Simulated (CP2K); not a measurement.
Two runs for the O K edge of nitronium. Run A: CP2K XAS_TDP, all-electron GAPW, PBEh(45%), aug-cc-pVTZ, TDA, no relativity. Run B differs in one setting.

First lines with a strength over 0.0015. A:

```
                     atom  energy (eV)  states  strength, one atom
O1 (bonded to N), 2 alike       530.19       2              0.0858
                                534.42       1              0.0477
                                540.39       1              0.0135
                                541.62       2              0.0093
                                544.21       2              0.0053
```

B:

| atom | energy (eV) | states | strength, one atom |
| --- | --- | --- | --- |
| O1 (bonded to N), 2 alike | 533.17 | 2 | 0.0854 |
|  | 537.41 | 1 | 0.0475 |
|  | 543.37 | 1 | 0.0134 |
|  | 544.60 | 2 | 0.0093 |
|  | 547.19 | 2 | 0.0053 |

Q: Which was it: scalar relativity switched on, GW2X switched on, the basis, the functional?

GW2X switched on. GW2X shifts an atom's lines together and keeps their spacings. Against PBEh(45%) in aug-cc-pVTZ, the leading line moves by +2.98 eV, to 533.17 eV.

[Banner, clock and machine lines of the logs are left out without a mark of their own.]

[Logs are printed without paths, hosts, clocks, repeated set-up lines and the standing remarks that a program may print on its own settings, such as how far it seeks lower states.]

[Hosts, paths, dates, database ids (printed as entryN), source tags and the programs' standing remarks are cut or masked in the printed files.]
